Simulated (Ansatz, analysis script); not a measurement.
# Co: moments against volume

How do the moments of Co answer to compression and expansion?

Method: PBEsol, PAW set soft_1 (files made for PBE), in Ansatz 0.2.0.

Most raw output is cut from this account.

### 1. The starting structure

It takes space group P6_3/mmc (No. 194, hexagonal). The conventional cell has a = 2.471 Å, b = 2.471 Å, c = 8.088 Å, α = 90.00°, β = 90.00°, γ = 120.00°. Nearest to Co lie 12 Co at 2.47 Å. Nearest to Co lie 12 Co at 2.47 Å.

The cell of this run holds 4 atoms, 4 of them with a starting moment; values «a cell» refer to the cell of the run in question.

### 2. The collinear state

First a free collinear run, to see which state the typed moments lead to.

input.yaml

```yaml
crystal:
  lattice:
    - [2.4705617809, 0.0, 0.0]
    - [-1.2352808905, 2.1395692639, 0.0]
    - [0.0, 0.0, 8.0882338]
  atoms:
    - { symbol: Co, position: [0.0, 0.0, 0.0], spin: 2.0 }
    - { symbol: Co, position: [0.33333333, 0.66666667, 0.25], spin: 2.0 }
    - { symbol: Co, position: [0.0, 0.0, 0.5], spin: 2.0 }
    - { symbol: Co, position: [0.66666667, 0.33333333, 0.75], spin: 2.0 }
magnetization:
  spin_polarized: true
kpoints:
  mp_grid: { grid: [15, 15, 4] }
hamiltonian:
  xc: pbesol
  pseudopotentials: { kind: paw, azcp: { folder: soft_1 }, xc_functional: pbe }
scf:
  occupations: { method: fermi_dirac, width: 0.1 }
  max_iter: 120
  convergence: { dr2_threshold: 1.0e-08 }
  lower_state_search: "off"
```

On the command line:

```bash
$ ansatz run input.yaml --threads 4 --pin off --max-ram 8192MiB --backend cpu --events-out ev --progress --plain --runs-dir out
```

Elapsed: 8.7 s, on 4 threads of Arm Neoverse V2, shared host; peak memory 0.47 GiB; 32 s of CPU time.

Spin moment in the atom's sphere by atom:

```csv
atom,spin moment in the atom's sphere (μB)
Co1,1.68
Co2,1.69
Co3,1.68
Co4,1.69
```

Tables count atoms from 1; parts of the log count from 0.

The run ends ferromagnetic, with a net moment of 6.50 μB a cell. Only this order was typed.

### 3. The same state on a denser mesh

Levels at the Fermi energy are partly filled, so moments and energy differences can hang on the k-mesh, and the state is solved again on a denser one.

input.yaml, the sections that differ from step 2:

```yaml
crystal:
  lattice:
    - [2.4705617809, 0.0, 0.0]
    - [-1.2352808905, 2.1395692639, 0.0]
    - [0.0, 0.0, 8.0882338]
  atoms:
    - { symbol: Co, position: [0.0, 0.0, 0.0], spin: 1.68 }
    - { symbol: Co, position: [0.33333333, 0.66666667, 0.25], spin: 1.69 }
    - { symbol: Co, position: [0.0, 0.0, 0.5], spin: 1.68 }
    - { symbol: Co, position: [0.66666667, 0.33333333, 0.75], spin: 1.69 }
kpoints:
  mp_grid: { grid: [18, 18, 5] }
basis:
  ecutwfc: 420.0
checkpoint:
  read: start
  write: ck
  compress: false
  write_wavefunctions: false
  write_every: 100000
# magnetization, hamiltonian, scf: as in step 2
```

It took 4.7 s on 4 threads; peak memory 0.53 GiB.

Spin moment in the atom's sphere by atom:

```csv
atom,spin moment in the atom's sphere (μB)
Co1,1.67
Co2,1.68
Co3,1.67
Co4,1.68
```

The run ends ferromagnetic, with a net moment of 6.45 μB a cell, against 6.50 μB on the first mesh.

The cell's volume is scaled by the factor named; fractional positions stay, and energies count from the lowest run.

### 4. Factor 0.8, typed moments

Three starts at each size show whether high-spin, low-spin and non-magnetic states coexist. One mesh, built for the smallest cell, and one cutoff serve all sizes, so that energies can be subtracted.

input.yaml, the sections that differ from step 3:

```yaml
crystal:
  lattice:
    - [2.29346639, 0.0, 0.0]
    - [-1.1467332, 1.98620016, 0.0]
    - [0.0, 0.0, 7.50845114]
  atoms:
    - { symbol: Co, position: [0.0, 0.0, 0.0], spin: 2.0 }
    - { symbol: Co, position: [0.33333333, 0.66666667, 0.25], spin: 2.0 }
    - { symbol: Co, position: [0.0, 0.0, 0.5], spin: 2.0 }
    - { symbol: Co, position: [0.66666667, 0.33333333, 0.75], spin: 2.0 }
kpoints:
  mp_grid: { grid: [19, 19, 5] }
output:
  stress: true
# magnetization, hamiltonian, scf, basis: as in step 3
# checkpoint: removed
```

On the command line:

```bash
$ ansatz run input.yaml --threads 1 --pin off --max-ram 2048MiB --backend cpu --events-out ev --progress --plain --runs-dir out
```

Wall time 54 s (1 thread); peak memory 0.48 GiB.

It ends ferromagnetic, with 1.06 μB on the largest site.

### 5. Factor 0.8, starting moments cut to 30 %

The density is converged from the given moments; the state reached depends on that start.

input.yaml, the sections that differ from step 4:

```yaml
crystal:
  lattice:
    - [2.29346639, 0.0, 0.0]
    - [-1.1467332, 1.98620016, 0.0]
    - [0.0, 0.0, 7.50845114]
  atoms:
    - { symbol: Co, position: [0.0, 0.0, 0.0], spin: 0.6 }
    - { symbol: Co, position: [0.33333333, 0.66666667, 0.25], spin: 0.6 }
    - { symbol: Co, position: [0.0, 0.0, 0.5], spin: 0.6 }
    - { symbol: Co, position: [0.66666667, 0.33333333, 0.75], spin: 0.6 }
# magnetization, kpoints, hamiltonian, scf, basis, output: as in step 4
```

Wall time 43 s (1 thread); peak memory 0.46 GiB.

It ends ferromagnetic, with 1.06 μB on the largest site.

### 6. Factor 0.9, typed moments

input.yaml, the sections that differ from step 5:

```yaml
crystal:
  lattice:
    - [2.38530117, 0.0, 0.0]
    - [-1.19265059, 2.06573141, 0.0]
    - [0.0, 0.0, 7.80910387]
  atoms:
    - { symbol: Co, position: [0.0, 0.0, 0.0], spin: 2.0 }
    - { symbol: Co, position: [0.33333333, 0.66666667, 0.25], spin: 2.0 }
    - { symbol: Co, position: [0.0, 0.0, 0.5], spin: 2.0 }
    - { symbol: Co, position: [0.66666667, 0.33333333, 0.75], spin: 2.0 }
# magnetization, kpoints, hamiltonian, scf, basis, output: as in step 5
```

The job ended after 32 s (1 thread; peak memory 0.5 GiB).

It ends ferromagnetic, with 1.57 μB on the largest site.

Between step 4 and this run (scale 0.9) the value for the largest spin moment in the atom's sphere moves from 1.06 μB to 1.57 μB (+49 %).

### 7. Factor 1, typed moments

input.yaml, as its differences from that of step 6:

```diff
@@ -2,5 +2,5 @@
   lattice:
-    - [2.38530117, 0.0, 0.0]
-    - [-1.19265059, 2.06573141, 0.0]
-    - [0.0, 0.0, 7.80910387]
+    - [2.47056178, 0.0, 0.0]
+    - [-1.23528089, 2.13956926, 0.0]
+    - [0.0, 0.0, 8.0882338]
   atoms:
```

It took 33 s on 1 thread; peak memory 0.53 GiB.

It ends ferromagnetic, with 1.69 μB on the largest site.

For the largest spin moment in the atom's sphere, step 4 gave 1.06 μB; this run, with scale 1, gives 1.69 μB (+59 %).

### 8. Factor 1.1, typed moments

input.yaml, as its differences from that of step 7:

```diff
@@ -2,5 +2,5 @@
   lattice:
-    - [2.47056178, 0.0, 0.0]
-    - [-1.23528089, 2.13956926, 0.0]
-    - [0.0, 0.0, 8.0882338]
+    - [2.5503118, 0.0, 0.0]
+    - [-1.2751559, 2.20863481, 0.0]
+    - [0.0, 0.0, 8.34932292]
   atoms:
```

Wall time 37 s (1 thread); peak memory 0.55 GiB.

It ends ferromagnetic, with 1.77 μB on the largest site.

Between step 4 and this run (scale 1.1) the value for the largest spin moment in the atom's sphere moves from 1.06 μB to 1.77 μB (+67 %).

### 9. Factor 1.16, no spin

input.yaml, the sections that differ from step 8:

```yaml
crystal:
  lattice:
    - [2.59586268, 0.0, 0.0]
    - [-1.29793134, 2.24808303, 0.0]
    - [0.0, 0.0, 8.4984494]
  atoms:
    - { symbol: Co, position: [0.0, 0.0, 0.0] }
    - { symbol: Co, position: [0.33333333, 0.66666667, 0.25] }
    - { symbol: Co, position: [0.0, 0.0, 0.5] }
    - { symbol: Co, position: [0.66666667, 0.33333333, 0.75] }
scf:
  occupations: { method: fermi_dirac, width: 0.1 }
  max_iter: 120
  convergence: { dr2_threshold: 1.0e-08 }
# kpoints, hamiltonian, basis, output: as in step 8
# magnetization: removed
```

Run time: 11 s. Hardware: 1 thread; peak memory 0.42 GiB.

This is the reference without moments at this size.

The other 18 runs of this kind were made alike; their results stand in the table below.

### 10. All sizes

```csv
factor,E typed (meV/atom),E small,E no spin,"largest moment, typed (μB)",small,"state, typed","state, small"
0.8,344.8,344.8,349.8,1.06,1.06,ferromagnetic,ferromagnetic
0.85,156.4,156.4,201.6,1.47,1.47,ferromagnetic,ferromagnetic
0.9,46.6,46.6,136.7,1.57,1.57,ferromagnetic,ferromagnetic
0.95,0.0,0.0,133.1,1.63,1.63,ferromagnetic,ferromagnetic
1,0.9,0.9,174.5,1.69,1.69,ferromagnetic,ferromagnetic
1.05,37.3,37.3,248.7,1.73,1.73,ferromagnetic,ferromagnetic
1.1,100.3,100.3,346.8,1.77,1.77,ferromagnetic,ferromagnetic
1.16,201.3,201.3,486.7,1.81,1.81,ferromagnetic,ferromagnetic
```

### 11. Summary of results

```
lowest run                  : factor 0.95, typed moments
largest moment, typed start : 1.06 μB at 0.8 to 1.81 μB at 1.16
gain by magnetism           : 5.0 to 285.4 meV/atom
```

In words: From a factor of 0.8 to 1.16 the largest moment goes from 1.1 to 1.81 μB. The moment grows with the cell, as narrower bands favour. Site moments are taken in spheres that grow with the cell. Both magnetic starts, which share one pattern of signs, end on one state at every size; other orders were not tried. The cell's shape and the atoms were not relaxed. The 24 scaled-cell runs took 13 min of wall time, added up.

[Logs and program files are shortened in this print: banners, set-up blocks, solver, clock and traceback lines can be left out without a mark of their own.]

[Logs are printed without paths, hosts, clocks, repeated set-up lines and the standing remarks that a program may print on its own settings, such as how far it seeks lower states.]

[Hosts, paths, dates, database ids (printed as entryN), source tags and the programs' standing remarks are cut or masked in the printed files.]

[Where the input sets lower_state_search to off, the program did not look for lower states, so one may exist.]
